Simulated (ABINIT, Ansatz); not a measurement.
# How the form of the self-energy moves the gap of YVO4 (I4_1/amd), part 2 of 2

How much does the gap of YVO4 (I4_1/amd) depend on the approximation to the self-energy?

ABINIT 10.8.3; LDA and many-body steps on it, plane waves. Known limits of the many-body steps: not at the basis limit; no spin polarisation; d states lean on the start; no spin-orbit coupling.

So far. Step 5 (G0W0, Hybertsen-Louie plasmon pole): Against G0W0 in ABINIT (4×4×4 mesh, 134 bands, screening to 98 eV, Godby-Needs plasmon pole), the gap moves by +0.949 eV. Step 6 (G0W0, Engel-Farid plasmon pole): Against G0W0 in ABINIT (4×4×4 mesh, 134 bands, screening to 98 eV, Godby-Needs plasmon pole), the gap moves by +0.148 eV.

## Step 7: One-shot Hartree-Fock

This step: one-shot Hartree-Fock on LDA, plane waves, norm-conserving pseudopotentials.

File run.abi:

```
acell 3*1.0 Angstrom
rprim 
  -3.559150000000 3.559150000000 3.144650000000
  3.559150000000 -3.559150000000 3.144650000000
  3.559150000000 3.559150000000 -3.144650000000
ntypat 3
znucl 39 23 8
natom 12
typat 1 1 2 2 3 3 3 3 3 3 3 3
xred 
  0.750000000000 0.250000000000 0.500000000000
  0.000000000000 0.000000000000 0.000000000000
  0.500000000000 0.500000000000 0.000000000000
  0.250000000000 0.750000000000 0.500000000000
  0.510000000000 0.325800000000 0.184200000000
  0.075800000000 0.391600000000 0.315800000000
  0.141600000000 0.325800000000 0.815800000000
  0.075800000000 0.760000000000 0.684200000000
  0.240000000000 0.924200000000 0.315800000000
  0.674200000000 0.490000000000 0.815800000000
  0.608400000000 0.924200000000 0.684200000000
  0.674200000000 0.858400000000 0.184200000000
pp_dirpath "pseudos"
pseudos "Y.upf, V.upf, O.upf"
ecut 38
ngkpt 4 4 4
nshiftk 1
shiftk 0 0 0
kptopt 1
chksymbreak 0
istwfk *1
occopt 1
irdwfk 1
optdriver 4
nband 52
gwcalctyp 5
ecutsigx 38
symsigma 1
nkptgw 1
kptgw 
  0.0000000000 0.0000000000 0.0000000000
bdgw 
  46 50
ixc_sigma 40
fftgw 31
indata_prefix "in"
outdata_prefix "out"
tmpdata_prefix "tmp"
```

Run with:

```console
OMP_NUM_THREADS=1 mpirun -n 8 abinit run.abi > log
```

Numbers of over 12 decimals in the logs are rounded to 6 here.

Output:

```text
.Version 10.8.3 of ABINIT. v10.8.2 released Aug 2026.

 Symmetries : space group I4_1/a m d (#141); Bravais tI (body-center tetrag.)
[... echo of the input left out ...]
== DATASET  1 ==================================================================
-   mpi_nproc: 8, omp_nthreads: 1 (-1 if OMP is not activated)

--- !DatasetInfo
iteration_state: {dtset: 1, }
dimensions: {natom: 12, nkpt: 13, mband: 52, nsppol: 1, nspinor: 1, nspden: 1, mpw: 12062, }
cutoff_energies: {ecut:  38.0, pawecutdg:  -1.0, }
[...]
48   3.108 -19.463 -24.612   0.000   1.000   0.000 -24.612  -5.149  -2.041
       49   5.983 -20.102 -13.084   0.000   1.000   0.000 -13.084   7.018  13.001
       50   6.715 -22.451 -14.739   0.000   1.000   0.000 -14.739   7.713  14.427

== END DATASET(S) ==============================================================
================================================================================

 -outvars: echo values of variables after computation  --------
           etotal      0.0000000000E+00
            nband          52
             nkpt          13
          spgroup         141
 [... the other variables as echoed above ...]

 Calculation completed.
```

Run time: 5.4 s. Hardware: 8 MPI ranks of Arm Neoverse V2, shared host; peak memory 2.9 GiB; 42 s of CPU time.

This step gave:

```yaml
quasiparticle_gap_on_the_points_computed: 15.04 eV
starting_gap_on_the_mesh: 2.875 eV
k_of_the_valence_top: 0, 0, 0
k_of_the_conduction_bottom: 0, 0, 0
least_direct_quasiparticle_gap_on_the_computed_points: 15.04 eV
```

Against G0W0 in ABINIT (4×4×4 mesh, 134 bands, screening to 98 eV, Godby-Needs plasmon pole), the gap moves by +9.753 eV.

## Step 8: Screening, 4×4×4 mesh, 134 bands, screening to 98 eV

This step: RPA screening on LDA, plane waves, norm-conserving pseudopotentials.

Edit run.abi of step 7 so:

```diff
@@ -33,14 +33,14 @@
 irdwfk 1
-optdriver 4
-nband 52
-gwcalctyp 5
-ecutsigx 38
-symsigma 1
-nkptgw 1
-kptgw 
-  0.0000000000 0.0000000000 0.0000000000
-bdgw 
-  46 50
-ixc_sigma 40
-fftgw 31
+optdriver 3
+nband 134
+ecuteps 3.6
+inclvkb 2
+awtr 1
+symchi 1
+gwcalctyp 2
+nfreqre 16
+freqremax 40 eV
+nfreqim 8
+spmeth 1
+nomegasf 120
 indata_prefix "in"
```

Output:

```text
.Version 10.8.3 of ABINIT. v10.8.2 released Aug 2026.

 Symmetries : space group I4_1/a m d (#141); Bravais tI (body-center tetrag.)
[... echo of the input left out ...]
== DATASET  1 ==================================================================
-   mpi_nproc: 8, omp_nthreads: 1 (-1 if OMP is not activated)

--- !DatasetInfo
iteration_state: {dtset: 1, }
dimensions: {natom: 12, nkpt: 13, mband: 134, nsppol: 1, nspinor: 1, nspden: 1, mpw: 12062, }
cutoff_energies: {ecut:  38.0, pawecutdg:  -1.0, }
electrons: {nelect:   9.60000000E+01, charge:   0.00000000E+00, occopt:   1.00000000E+00, tsmear:   1.00000000E-02, }

 SCREENING: Calculation of the susceptibility and dielectric matrices

 Based on a program developped by R.W. Godby, V. Olevano, G. Onida, and L. Reining.
 Incorporated in ABINIT by V. Olevano, G.-M. Rignanese, and M. Torrent.
.Using double precision arithmetic ; gwpc =  8

[... cell and pseudopotentials left out ...]
--------------------------------------------------------------------------------

 ==== K-mesh for the wavefunctions ====
 Number of points in the irreducible wedge :    13
[... list of points left out ...]
 Together with 16 symmetry operations and time-reversal symmetry
 yields    64 points in the full Brillouin Zone.

 ==== Q-mesh for the screening function ====
 Number of points in the irreducible wedge :    13
[... list of points left out ...]
 Together with 16 symmetry operations and time-reversal symmetry
 yields    64 points in the full Brillouin Zone.

 setmesh: FFT mesh size selected  =    36x   36x   36
          total number of points  =        46656

 vcoul_init : cutoff-mode = AUXILIARY_FUNCTION
 q-points for optical limit:   1
     1)      0.000010    0.000020    0.000030

- screening: taking advantage of time-reversal symmetry
- Maximum band index for partially occupied states nbvw = 48
- Remaining bands to be divided among processors   nbcw = 86
- Number of bands treated by each node ~10

 Number of electrons calculated from density =   96.0000; Expected =   96.0000
 average of density, n =  0.089279
 r_s =    1.3880
 omega_plasma =   28.8224 [eV]

 calculating chi0 at frequencies [eV] :
  1    0.000000E+00    0.000000E+00
  2    2.666667E+00    0.000000E+00
  3    5.333333E+00    0.000000E+00
[...]
23    0.000000E+00    7.340569E+01
 24    0.000000E+00    1.033560E+02

--------------------------------------------------------------------------------
  q-point number  1        q = ( 0.000000, 0.000000, 0.000000) [r.l.u.]
--------------------------------------------------------------------------------
[... chi0 elements left out ...]
  [... further frequencies ...]

 No. of calculated frequencies >  15, stop printing
 For q-point:  0.000010 0.000020 0.000030
  dielectric constant =   4.0432
  dielectric constant without local fields =   4.9361

  Average fulfillment of the sum rule on Im[epsilon] for q-point    1 :     40.12  [%]
[... wings left out ...]
  q-point number  2        q = ( 0.250000, 0.000000, 0.000000) [r.l.u.]
--------------------------------------------------------------------------------
[... chi0 elements left out ...]
  [... further frequencies ...]

 No. of calculated frequencies >  15, stop printing
  Average fulfillment of the sum rule on Im[epsilon] for q-point    2 :     51.24  [%]

 [... 11 further q-points ...]
```

Run time: 7.4 min. Hardware: 8 MPI ranks; peak memory 8.7 GiB; 60 min of CPU time.

This step gave:

```
ε∞ with local fields, on this mesh, along the program's q direction : 4.043
the same without local fields                                       : 4.936
plasma frequency                                                    : 28.82 eV
plane waves in the screening matrix                                 : 349
```

## Step 9: G0W0, contour deformation

This step: G0W0 on LDA, plane waves, norm-conserving pseudopotentials.

Edit run.abi of step 8 so:

```diff
@@ -33,14 +33,15 @@
 irdwfk 1
-optdriver 3
+optdriver 4
 nband 134
+gwcalctyp 2
+ecutsigx 38
+symsigma 1
+nkptgw 1
+kptgw 
+  0.0000000000 0.0000000000 0.0000000000
+bdgw 
+  46 50
 ecuteps 3.6
-inclvkb 2
-awtr 1
-symchi 1
-gwcalctyp 2
-nfreqre 16
-freqremax 40 eV
-nfreqim 8
-spmeth 1
-nomegasf 120
+irdscr 1
+gwmem 01
 indata_prefix "in"
```

Output:

```text
.Version 10.8.3 of ABINIT. v10.8.2 released Aug 2026.

 Symmetries : space group I4_1/a m d (#141); Bravais tI (body-center tetrag.)
[... echo of the input left out ...]
== DATASET  1 ==================================================================
-   mpi_nproc: 8, omp_nthreads: 1 (-1 if OMP is not activated)

--- !DatasetInfo
iteration_state: {dtset: 1, }
dimensions: {natom: 12, nkpt: 13, mband: 134, nsppol: 1, nspinor: 1, nspden: 1, mpw: 12062, }
cutoff_energies: {ecut:  38.0, pawecutdg:  -1.0, }
[...]
47   2.703 -19.235 -24.331   4.843   0.734  -0.363 -19.421  -0.185   2.518
[...]
50   6.715 -22.451 -14.739  -4.549   0.729  -0.372 -20.145   2.307   9.021
       50   0.000   0.000   0.000   0.000   0.000   0.000   0.000   0.000   0.000

== END DATASET(S) ==============================================================
================================================================================

 -outvars: echo values of variables after computation  --------
           etotal      0.0000000000E+00
            nband         134
             nkpt          13
          spgroup         141
 [... the other variables as echoed above ...]

 Calculation completed.
```

It took 9.9 s on 8 MPI ranks; peak memory 3.8 GiB; 78 s of CPU time.

This step gave:

- G0W0 gap on the points computed: 5.235 eV
- starting gap on the mesh: 2.875 eV
- k of the valence top: 0, 0, 0
- k of the conduction bottom: 0, 0, 0
- least direct G0W0 gap on the computed points: 5.235 eV

Against G0W0 in ABINIT (4×4×4 mesh, 134 bands, screening to 98 eV, Godby-Needs plasmon pole), the gap moves by −0.054 eV.

## Step 10: The runs together

Times are wall times on 8 MPI ranks of Arm Neoverse V2, shared host, good to a factor of about two. A run's time includes the screening step that it read.

| run | mesh | bands | screening cutoff (eV) | DFT gap (eV) | gap on the mesh (eV) | direct (eV) | ε∞ used | time |
| --- | --- | --- | --- | --- | --- | --- | --- | --- |
| G0W0, Godby-Needs plasmon pole | 4×4×4 | 134 | 98 | 2.875 | 5.289 | 5.289 | 4.03 | 5.3 min |
| G0W0, Hybertsen-Louie plasmon pole | 4×4×4 | 134 | 98 | 2.875 | 6.238 | 6.238 | 4.03 | 5.3 min |
| G0W0, Engel-Farid plasmon pole | 4×4×4 | 134 | 98 | 2.875 | 5.437 | 5.437 | 4.03 | 5.2 min |
| one-shot Hartree-Fock | 4×4×4 | - | - | 2.875 | 15.042 | 15.042 | - | 5.4 s |
| G0W0, contour deformation | 4×4×4 | 134 | 98 | 2.875 | 5.235 | 5.235 | 4.04 | 7.6 min |

## Step 11: Results

| Property | Result |
| --- | --- |
| G0W0, Godby-Needs plasmon pole | 5.289 eV |
| G0W0, Hybertsen-Louie plasmon pole | 6.238 eV |
| G0W0, Engel-Farid plasmon pole | 5.437 eV |
| one-shot Hartree-Fock | 15.042 eV |
| G0W0, contour deformation | 5.235 eV |
| known limits | not at the basis limit; no spin polarisation; d states lean on the start; no spin-orbit coupling |

What this shows: G0W0, Hybertsen-Louie plasmon pole: +0.949 eV against G0W0, Godby-Needs plasmon pole. G0W0, Engel-Farid plasmon pole: +0.148 eV against G0W0, Godby-Needs plasmon pole. One-shot Hartree-Fock: +9.753 eV against G0W0, Godby-Needs plasmon pole. G0W0, contour deformation: −0.054 eV against G0W0, Godby-Needs plasmon pole. Bare exchange alone opens the gap to 15.04 eV; against G0W0, correlation takes back 9.75 eV. Bands and cutoff are finite, so the gap is not at the basis limit. The miss can reach some tenths of an eV and take either sign; the mesh is an error of its own. In the G0W0 runs levels were corrected at 1 k point alone, so a gap called «on the mesh» is the least over those, and an edge elsewhere would be missed. The runs have no spin polarisation. For a closed low-spin shell that is the natural state; where a d or f shell is open it is a constraint, and the gap is then not the crystal's own. With d states at the gap, one-shot GW leans hard on its start. The many-body steps are scalar-relativistic: spin-orbit coupling is not in them.

[Paths, hosts, dates, memory and timing lines, banners, echoed tables and standing remarks are left out of the program output.]

[Logs are printed without paths, hosts, clocks, repeated set-up lines and the standing remarks that a program may print on its own settings, such as how far it seeks lower states.]

[Runs of the session that timed out or met a known fault of the program may be left out.]

[Hosts, paths, dates, database ids (printed as entryN), source tags and the programs' standing remarks are cut or masked in the printed files.]

[G0W0 gaps are taken among the corrected bands and points alone; a level outside them can change the order at an edge.]

[Where Ansatz stands beside ABINIT at settings called matched, ABINIT's density can come from a denser mesh and the files from another edition; pairs whose starting gaps differed by over 0.03 eV were left out, so agreement reads better than it is.]
